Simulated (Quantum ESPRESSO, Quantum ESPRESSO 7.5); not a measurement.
# Cl on fcc sites of Ir(111), stepped through the coverage

Wanted: a table for Cl on fcc sites of Ir(111) against the coverage, and what can be fitted to it.

Method: plane-wave DFT, PBE, GBRV ultrasoft pseudopotentials, in Quantum ESPRESSO 7.5.

Most raw output is cut from this account.

### Step 1. Set-up

The structure is cubic, space group Fm-3m (No. 225). The conventional cell has a = 3.840 Å, b = 3.840 Å, c = 3.840 Å, α = 90.00°, β = 90.00°, γ = 90.00°. Nearest to Ir lie 12 Ir at 2.72 Å.

Structure file:

```cif
data_structure
_symmetry_space_group_name_H-M 'Fm-3m'
_symmetry_Int_Tables_number 225
_cell_length_a 3.8400
_cell_length_b 3.8400
_cell_length_c 3.8400
_cell_angle_alpha 90.000
_cell_angle_beta 90.000
_cell_angle_gamma 90.000
_cell_volume 56.62
loop_
_atom_site_label
_atom_site_type_symbol
_atom_site_symmetry_multiplicity
_atom_site_Wyckoff_symbol
_atom_site_fract_x
_atom_site_fract_y
_atom_site_fract_z
_atom_site_occupancy
Ir1 Ir 4 a 0.00000 0.00000 0.00000 1
```

Set-up: Slabs of 3 layers, covered on the upper face; adsorbates and the top layer relax in a periodic cell, the rest is held (the clean slab relaxes both outer layers); a run under open boundaries (ESM, bc1) gives both vacuum levels. Cells of one to 9 surface sites carry the coverages, on meshes of like density; cold smearing of 0.02 Ry. The slabs take the lattice constants of the bulk relaxed by the same program.

Members 0.1667, 0.25, 0.3333, 0.5 and 0.6667 took the same steps and show in the table alone.

This run has no spin polarisation, although Ir can carry a moment. A spin-polarised state was not tried and may lie lower.

### Step 2. Relaxing cell and ions of the reference

The bulk crystal is relaxed in cell and atoms; the members are built on its lattice constants.

The input, ref.vc.in:

```
&control
  prefix = 'ref.vc'
  outdir = './out'
  pseudo_dir = './pseudo'
  nstep = 40
  forc_conv_thr = 0.0003
  calculation = 'vc-relax'
/
&system
  ibrav = 0
  nat = 1
  ntyp = 1
  ecutwfc = 50
  ecutrho = 250
  occupations = 'smearing'
  smearing = 'mv'
  degauss = 0.02
/
&electrons
  conv_thr = 1e-09
  mixing_beta = 0.4
  electron_maxstep = 120
/
&ions
/
&cell
  press_conv_thr = 0.3
/
ATOMIC_SPECIES
  Ir  192.2170  ir_pbe_v1.2.uspp.F.UPF
CELL_PARAMETERS angstrom
  0.00000000000000 1.92000000000000 1.92000000000000
  1.92000000000000 0.00000000000000 1.92000000000000
  1.92000000000000 1.92000000000000 0.00000000000000
ATOMIC_POSITIONS crystal
  Ir  0.000000000000 0.000000000000 0.000000000000
K_POINTS automatic
  18 18 18 0 0 0
```

Launch:

```console
$ OMP_NUM_THREADS=1 mpirun -n 16 pw.x -nk 16 -in ref.vc.in > ref.vc.out
```

Run time: 8 s. Hardware: 16 MPI ranks of Arm Neoverse V1, shared host; peak memory 0.77 GiB.

Step by step:

```tsv
step	energy less that of the first step (eV)	largest force (eV/Å)	volume (Å³)
1	0.0000	0.0000	14.16
2	-0.0023	0.0000	14.77
3	-0.0083	0.0000	14.50
4	-0.0083	0.0000	14.48
5	-0.0092	0.0000	14.48
```

```tsv
conventional cell, symmetrised	before	after	change
a (Å)	3.840	3.869	+0.8 %
b (Å)	3.840	3.869	+0.8 %
c (Å)	3.840	3.869	+0.8 %
volume (Å³/atom)	14.16	14.48	+2.3 %
```

The relaxed structure:

```cif
data_structure
_symmetry_space_group_name_H-M 'P 1'
_symmetry_Int_Tables_number 1
_cell_length_a 2.7360
_cell_length_b 2.7360
_cell_length_c 2.7360
_cell_angle_alpha 60.000
_cell_angle_beta 60.000
_cell_angle_gamma 60.000
_cell_volume 14.48
loop_
_atom_site_label
_atom_site_type_symbol
_atom_site_fract_x
_atom_site_fract_y
_atom_site_fract_z
_atom_site_occupancy
Ir1 Ir 0.00000 0.00000 0.00000 1
```

 The last row is no step: it is a fresh SCF in the final cell with a new plane-wave basis, -1 meV from the row before.

This step gave:

| Item | Value |
| --- | --- |
| free energy | -2473.2556 eV |
| Fermi energy | 24.20 eV |

### Step 3. Ground state of the reference

A bulk run at that cell gives the reference energy and levels.

The input, ref.bulk.in:

```
&control
  prefix = 'ref.bulk'
  outdir = './out'
  pseudo_dir = './pseudo'
  calculation = 'scf'
  tprnfor = .true.
/
&system
  ibrav = 0
  nat = 1
  ntyp = 1
  ecutwfc = 40
  ecutrho = 200
  occupations = 'smearing'
  smearing = 'mv'
  degauss = 0.02
/
&electrons
  conv_thr = 1e-09
  mixing_beta = 0.4
  electron_maxstep = 120
/
ATOMIC_SPECIES
  Ir  192.2170  ir_pbe_v1.2.uspp.F.UPF
CELL_PARAMETERS angstrom
  0.00000000000000 1.93461621800000 1.93461621800000
  1.93461621800000 0.00000000000000 1.93461621800000
  1.93461621800000 1.93461621800000 0.00000000000000
ATOMIC_POSITIONS crystal
  Ir  0.000000000000 0.000000000000 0.000000000000
K_POINTS automatic
  18 18 18 0 0 0
```

Launch:

```console
$ OMP_NUM_THREADS=1 mpirun -n 16 pw.x -nk 16 -in ref.bulk.in > ref.bulk.out
```

It took 2.4 s on 16 MPI ranks; peak memory 0.71 GiB.

Read from the output:

| Quantity | Value |
| --- | --- |
| free energy | -2473.2435 eV |

### Step 4. Relaxation with pw.x of the reference

The free molecule gives the reference for adsorption energies.

System of this step: Cl2 molecule in a box. The cell holds 2 atoms: 2 Cl. Its edges and angles: a = 11.000 Å, b = 11.500 Å, c = 13.000 Å, α = 90.0°, β = 90.0°, γ = 90.0°. Vacuum lies along a, b and c.

The input, ref.gas.in:

```
&control
  prefix = 'ref.gas'
  outdir = './out'
  pseudo_dir = './pseudo'
  nstep = 40
  forc_conv_thr = 0.001
  calculation = 'relax'
/
&system
  ibrav = 0
  nat = 2
  ntyp = 1
  ecutwfc = 40
  ecutrho = 200
  occupations = 'smearing'
  smearing = 'gaussian'
  degauss = 0.002
/
&electrons
  conv_thr = 1e-07
  mixing_beta = 0.4
  electron_maxstep = 120
/
&ions
/
ATOMIC_SPECIES
  Cl  35.4500  cl_pbe_v1.4.uspp.F.UPF
CELL_PARAMETERS angstrom
  11.00000000000000 0.00000000000000 0.00000000000000
  0.00000000000000 11.50000000000000 0.00000000000000
  0.00000000000000 0.00000000000000 13.00000000000000
ATOMIC_POSITIONS crystal
  Cl  0.500000000000 0.500000000000 0.423076923077
  Cl  0.500000000000 0.500000000000 0.576923076923
K_POINTS automatic
  1 1 1 0 0 0
```

Launch:

```console
$ OMP_NUM_THREADS=1 mpirun -n 16 pw.x -nk 1 -in ref.gas.in > ref.gas.out
```

Elapsed: 6.4 s, on 16 MPI ranks; peak memory 2.7 GiB; 1.7 min of CPU time.

No atom moved by 0.005 Å in the relaxation.

This step gave:

```
free energy  : -905.7945 eV
Fermi energy : -5.156 eV
```

### Step 5. Relaxation with pw.x, 0 ML

What the set-up leaves free in this member is relaxed.

System of this step: Ir(111), 3 layers, 1 sites a cell. The cell holds 3 atoms: 3 Ir. Its edges and angles: a = 2.736 Å, b = 2.736 Å, c = 18.574 Å, α = 90.0°, β = 90.0°, γ = 60.0°. It derives from Ir. Vacuum lies along c.

The input, m0.relax.in:

```
&control
  prefix = 'm0.relax'
  outdir = './out'
  pseudo_dir = './pseudo'
  nstep = 70
  forc_conv_thr = 0.0015
  calculation = 'relax'
/
&system
  ibrav = 0
  nat = 3
  ntyp = 1
  ecutwfc = 40
  ecutrho = 200
  occupations = 'smearing'
  smearing = 'mv'
  degauss = 0.02
/
&electrons
  conv_thr = 1e-07
  mixing_beta = 0.3
  electron_maxstep = 120
  mixing_mode = 'local-TF'
/
&ions
/
ATOMIC_SPECIES
  Ir  192.2170  ir_pbe_v1.2.uspp.F.UPF
CELL_PARAMETERS angstrom
  2.73596049348254 0.00000000000000 0.00000000000000
  1.36798024674127 2.36941129110649 0.00000000000000
  0.00000000000000 0.00000000000000 18.57438136654699
ATOMIC_POSITIONS crystal
  Ir  0.333333333300 0.333333333300 0.379732070512
  Ir  0.666666666700 0.666666666700 0.500000000000 0 0 0
  Ir  0.000000000000 0.000000000000 0.620267929488
K_POINTS automatic
  9 9 1 0 0 0
```

Launch:

```console
$ OMP_NUM_THREADS=1 mpirun -n 16 pw.x -nk 4 -in m0.relax.in > m0.relax.out
```

Run time: 17 s. Hardware: 16 MPI ranks; peak memory 0.9 GiB.

Step by step:

```tsv
step	energy less that of the first step (eV)	largest force (eV/Å)
1	0.0000	0.6363
2	-0.0150	0.5031
3	-0.0277	0.3664
4	-0.0385	0.1290
5	-0.0399	0.0119
6	-0.0399	0.0005
```

The atoms that moved most (Å):

```tsv
atom	dx	dy	dz	length
Ir1	0.000	0.000	0.060	0.060
Ir3	0.000	0.000	-0.060	0.060
```

The relaxed structure:

```cif
data_structure
_symmetry_space_group_name_H-M 'P 1'
_symmetry_Int_Tables_number 1
_cell_length_a 2.7360
_cell_length_b 2.7360
_cell_length_c 18.5744
_cell_angle_alpha 90.000
_cell_angle_beta 90.000
_cell_angle_gamma 60.000
_cell_volume 120.41
loop_
_atom_site_label
_atom_site_type_symbol
_atom_site_fract_x
_atom_site_fract_y
_atom_site_fract_z
_atom_site_occupancy
Ir1 Ir 0.33333 0.33333 0.38296 1
Ir2 Ir 0.66667 0.66667 0.50000 1
Ir3 Ir 0.00000 0.00000 0.61704 1
```

The relaxation lowers the energy by 13 meV an atom. On the free atoms the largest force ends at 0.000 eV/Å.

Numbers from this step:

| Quantity | Value |
| --- | --- |
| free energy | -7417.8098 eV |
| Fermi energy | 5.371 eV |

### Step 6. SCF with pw.x, 0 ML

A run under open boundaries on these atoms gives the vacuum levels.

The input, m0.esm.in:

```
&control
  prefix = 'm0.esm'
  outdir = './out'
  pseudo_dir = './pseudo'
  calculation = 'scf'
  tprnfor = .true.
/
&system
  ibrav = 0
  nat = 3
  ntyp = 1
  ecutwfc = 40
  ecutrho = 200
  occupations = 'smearing'
  smearing = 'mv'
  degauss = 0.02
  assume_isolated = 'esm'
  esm_bc = 'bc1'
/
&electrons
  conv_thr = 1e-07
  mixing_beta = 0.25
  electron_maxstep = 160
  mixing_mode = 'local-TF'
  mixing_ndim = 12
/
ATOMIC_SPECIES
  Ir  192.2170  ir_pbe_v1.2.uspp.F.UPF
CELL_PARAMETERS angstrom
  2.73596049348254 0.00000000000000 0.00000000000000
  1.36798024674127 2.36941129110649 0.00000000000000
  0.00000000000000 0.00000000000000 18.57438136654699
ATOMIC_POSITIONS crystal
  Ir  0.333333333300 0.333333333300 -0.117044897300
  Ir  0.666666666700 0.666666666700 0.000000000000
  Ir  0.000000000000 0.000000000000 0.117044897300
K_POINTS automatic
  9 9 1 0 0 0
```

Launch:

```console
$ OMP_NUM_THREADS=1 mpirun -n 16 pw.x -nk 4 -in m0.esm.in > m0.esm.out
```

Elapsed: 8.6 s, on 16 MPI ranks; peak memory 0.91 GiB.

Numbers from this step:

* Fermi energy: -5.266 eV
* vacuum line at the lower end of the cell, over the Fermi level: 5.266 eV
* vacuum line at the upper end of the cell, over the Fermi level: 5.266 eV

Electrostatic potential energy of an electron; zero at the Fermi level. The potential energy, planar mean by z:

```tsv
z (Å)	potential energy, planar mean (eV)
-9	5.27
-8	5.27
-7	5.27
-6	5.26
-5	5.23
-4	4.70
-3	-3.31
-2	-25.0
-1	-2.44
0	-26.8
1	-2.44
2	-25.0
3	-3.31
4	4.70
5	5.23
6	5.26
7	5.27
8	5.27
9	5.27
```

The vacuum levels are read from the outermost 0.7 Å of the cell on either side.

Inside the slab this potential holds the local part of the pseudopotentials, which can be repulsive at the nuclei; only its value in the vacuum has a meaning of its own.

### Step 7. Relaxation with pw.x, 0.1111 ML

System of this step: Ir(111), 3 layers, 9 sites a cell, 1 Cl on fcc sites. The cell holds 28 atoms: 27 Ir and 1 Cl. Its edges and angles: a = 8.208 Å, b = 8.208 Å, c = 20.445 Å, α = 90.0°, β = 90.0°, γ = 60.0°. It derives from Ir. Vacuum lies along c.

The input, m1.relax.in:

```
&control
  prefix = 'm1.relax'
  outdir = './out'
  pseudo_dir = './pseudo'
  nstep = 70
  forc_conv_thr = 0.0015
  calculation = 'relax'
/
&system
  ibrav = 0
  nat = 28
  ntyp = 2
  ecutwfc = 40
  ecutrho = 200
  occupations = 'smearing'
  smearing = 'mv'
  degauss = 0.02
/
&electrons
  conv_thr = 1e-07
  mixing_beta = 0.3
  electron_maxstep = 120
  mixing_mode = 'local-TF'
/
&ions
/
ATOMIC_SPECIES
  Ir  192.2170  ir_pbe_v1.2.uspp.F.UPF
  Cl  35.4500  cl_pbe_v1.4.uspp.F.UPF
CELL_PARAMETERS angstrom
  8.20788148044763 0.00000000000000 0.00000000000000
  4.10394074022382 7.10823387331947 0.00000000000000
  0.00000000000000 0.00000000000000 20.44520623885795
ATOMIC_POSITIONS crystal
  Ir  0.000000000000 0.000000000000 0.344984942308 0 0 0
  Ir  0.000000000000 0.333333333300 0.344984942308 0 0 0
  Ir  0.000000000000 0.666666666700 0.344984942308 0 0 0
  Ir  0.333333333300 0.000000000000 0.344984942308 0 0 0
  Ir  0.333333333300 0.333333333300 0.344984942308 0 0 0
  Ir  0.333333333300 0.666666666700 0.344984942308 0 0 0
  Ir  0.666666666700 0.000000000000 0.344984942308 0 0 0
  Ir  0.666666666700 0.333333333300 0.344984942308 0 0 0
[... 16 atom lines left out ...]
  Ir  0.555555555600 0.888888888900 0.563510728978
  Ir  0.555555555600 0.222222222200 0.563510728978
  Ir  0.555555555600 0.555555555600 0.563510728978
  Cl  0.000000000000 0.000000000000 0.655015057692
K_POINTS automatic
  3 3 1 0 0 0
```

Launch:

```console
$ OMP_NUM_THREADS=1 mpirun -n 16 pw.x -nk 1 -in m1.relax.in > m1.relax.out
```

The job ended after 23 min (16 MPI ranks; peak memory 4.2 GiB).

Relaxation path:

```tsv
step	energy less that of the first step (eV)	largest force (eV/Å)
1	0.0000	1.2947
2	-0.1686	0.8546
3	-0.2976	0.4300
4	-0.3574	0.2783
5	-0.3623	0.2403
6	-0.3657	0.2003
7	-0.3686	0.1425
8	-0.3698	0.0727
9	-0.3700	0.0560
10	-0.3703	0.0394
11	-0.3706	0.0157
```

The atoms that moved most (Å):

```tsv
atom	dx	dy	dz	length
Ir20	0.000	0.061	-0.063	0.088
Ir22	0.053	-0.031	-0.063	0.088
Ir19	-0.053	-0.031	-0.063	0.088
Ir24	0.000	-0.027	-0.076	0.081
Ir26	-0.024	0.014	-0.076	0.081
Ir23	0.024	0.014	-0.076	0.081
Ir27	-0.005	-0.003	-0.076	0.076
Ir21	0.005	-0.003	-0.076	0.076
```

The relaxation lowers the energy by 13 meV an atom. On the free atoms the largest force ends at 0.016 eV/Å.

Read from the output:

* free energy: -67214.6823 eV
* Fermi energy: 4.618 eV

### Step 8. Ground state, 0.1111 ML

The input, m1.esm.in:

```
&control
  prefix = 'm1.esm'
  outdir = './out'
  pseudo_dir = './pseudo'
  calculation = 'scf'
  tprnfor = .true.
/
&system
  ibrav = 0
  nat = 28
  ntyp = 2
  ecutwfc = 40
  ecutrho = 200
  occupations = 'smearing'
  smearing = 'mv'
  degauss = 0.02
  assume_isolated = 'esm'
  esm_bc = 'bc1'
/
&electrons
  conv_thr = 1e-07
  mixing_beta = 0.25
  electron_maxstep = 160
  mixing_mode = 'local-TF'
  mixing_ndim = 12
/
ATOMIC_SPECIES
  Ir  192.2170  ir_pbe_v1.2.uspp.F.UPF
  Cl  35.4500  cl_pbe_v1.4.uspp.F.UPF
CELL_PARAMETERS angstrom
  8.20788148044763 0.00000000000000 0.00000000000000
  4.10394074022382 7.10823387331947 0.00000000000000
  0.00000000000000 0.00000000000000 20.44520623885795
ATOMIC_POSITIONS crystal
  Ir  0.000000000000 0.000000000000 -0.154471117300
  Ir  -0.000000000000 0.333333333300 -0.154471117300
  Ir  0.000000000000 0.666666666700 -0.154471117300
  Ir  0.333333333300 0.000000000000 -0.154471117300
  Ir  0.333333333300 0.333333333300 -0.154471117300
  Ir  0.333333333300 0.666666666700 -0.154471117300
  Ir  0.666666666700 0.000000000000 -0.154471117300
  Ir  0.666666666700 0.333333333300 -0.154471117300
[... 16 atom lines left out ...]
  Ir  0.555170043800 0.889659912500 0.060351263400
  Ir  0.551694471100 0.224152764400 0.060341460200
  Ir  0.555170043800 0.555170043800 0.060351263400
  Cl  0.000000000000 0.000000000000 0.154471117300
K_POINTS automatic
  3 3 1 0 0 0
```

Launch:

```console
$ OMP_NUM_THREADS=1 mpirun -n 16 pw.x -nk 1 -in m1.esm.in > m1.esm.out
```

Elapsed: 8.7 min, on 16 MPI ranks; peak memory 3.6 GiB; 2.3 h of CPU time.

Read from the output:

| Property | Result |
| --- | --- |
| free energy | -67214.6820 eV |
| Fermi energy | -5.196 eV |
| vacuum line at the lower end of the cell, over the Fermi level | 5.316 eV |
| vacuum line at the upper end of the cell, over the Fermi level | 5.077 eV |

Inside the slab this potential holds the local part of the pseudopotentials, which can be repulsive at the nuclei; only its value in the vacuum has a meaning of its own.

### Step 9. Relaxing the ions, 0.75 ML

System of this step: Ir(111), 3 layers, 4 sites a cell, 3 Cl on fcc sites. The cell holds 15 atoms: 12 Ir and 3 Cl. Cell: a = 5.472 Å, b = 5.472 Å, c = 20.445 Å, α = 90.0°, β = 90.0°, γ = 60.0°. It derives from Ir. Vacuum lies along c.

The input, m7.relax.in:

```
&control
  prefix = 'm7.relax'
  outdir = './out'
  pseudo_dir = './pseudo'
  nstep = 70
  forc_conv_thr = 0.0015
  calculation = 'relax'
/
&system
  ibrav = 0
  nat = 15
  ntyp = 2
  ecutwfc = 40
  ecutrho = 200
  occupations = 'smearing'
  smearing = 'mv'
  degauss = 0.02
/
&electrons
  conv_thr = 1e-07
  mixing_beta = 0.3
  electron_maxstep = 120
  mixing_mode = 'local-TF'
/
&ions
/
ATOMIC_SPECIES
  Ir  192.2170  ir_pbe_v1.2.uspp.F.UPF
  Cl  35.4500  cl_pbe_v1.4.uspp.F.UPF
CELL_PARAMETERS angstrom
  5.47192098696509 0.00000000000000 0.00000000000000
  2.73596049348254 4.73882258221298 0.00000000000000
  0.00000000000000 0.00000000000000 20.44520623885795
ATOMIC_POSITIONS crystal
  Ir  0.000000000000 0.500000000000 0.344984942308 0 0 0
  Ir  0.500000000000 0.000000000000 0.344984942308 0 0 0
  Ir  0.500000000000 0.500000000000 0.344984942308 0 0 0
  Ir  0.000000000000 0.000000000000 0.344984942308 0 0 0
  Ir  0.166666666700 0.666666666700 0.454247835643 0 0 0
  Ir  0.666666666700 0.166666666700 0.454247835643 0 0 0
  Ir  0.666666666700 0.666666666700 0.454247835643 0 0 0
  Ir  0.166666666700 0.166666666700 0.454247835643 0 0 0
  Ir  0.833333333300 0.333333333300 0.563510728978
  Ir  0.333333333300 0.833333333300 0.563510728978
  Ir  0.333333333300 0.333333333300 0.563510728978
  Ir  0.833333333300 0.833333333300 0.563510728978
  Cl  0.000000000000 0.500000000000 0.655015057692
  Cl  0.500000000000 0.000000000000 0.655015057692
  Cl  0.500000000000 0.500000000000 0.655015057692
K_POINTS automatic
  5 5 1 0 0 0
```

Launch:

```console
$ OMP_NUM_THREADS=1 mpirun -n 16 pw.x -nk 2 -in m7.relax.in > m7.relax.out
```

The job ended after 6.9 min (16 MPI ranks; peak memory 2.3 GiB).

Step by step:

```tsv
step	energy less that of the first step (eV)	largest force (eV/Å)
1	0.0000	2.7214
2	-0.4008	1.5614
3	-0.5693	0.3200
4	-0.5846	0.1921
5	-0.5882	0.1738
6	-0.5901	0.1335
7	-0.5909	0.0633
8	-0.5916	0.0572
9	-0.5920	0.0495
10	-0.5922	0.0433
11	-0.5923	0.0204
```

The atoms that moved most (Å):

```tsv
atom	dx	dy	dz	length
Ir11	0.000	0.000	-0.118	0.118
Cl15	-0.006	-0.003	0.102	0.102
Cl14	0.000	0.006	0.102	0.102
Cl13	0.006	-0.003	0.102	0.102
Ir10	-0.024	0.014	-0.079	0.084
Ir9	0.000	-0.027	-0.079	0.084
Ir12	0.024	0.014	-0.079	0.084
```

The relaxation lowers the energy by 39 meV an atom. On the free atoms the largest force ends at 0.020 eV/Å.

This step gave:

```
free energy  : -31030.6207 eV
Fermi energy : 5.654 eV
```

(Continued in part 2 of 2.)

[Logs are printed without paths, hosts, clocks, repeated set-up lines and the standing remarks that a program may print on its own settings, such as how far it seeks lower states.]

[Hosts, paths, dates, database ids (printed as entryN), source tags and the programs' standing remarks are cut or masked in the printed files.]

[Maps of the electrostatic potential energy from Ansatz leave out the sawtooth potential of an applied field or a dipole correction, so their vacuum need not be flat; planar profiles and work functions include it.]
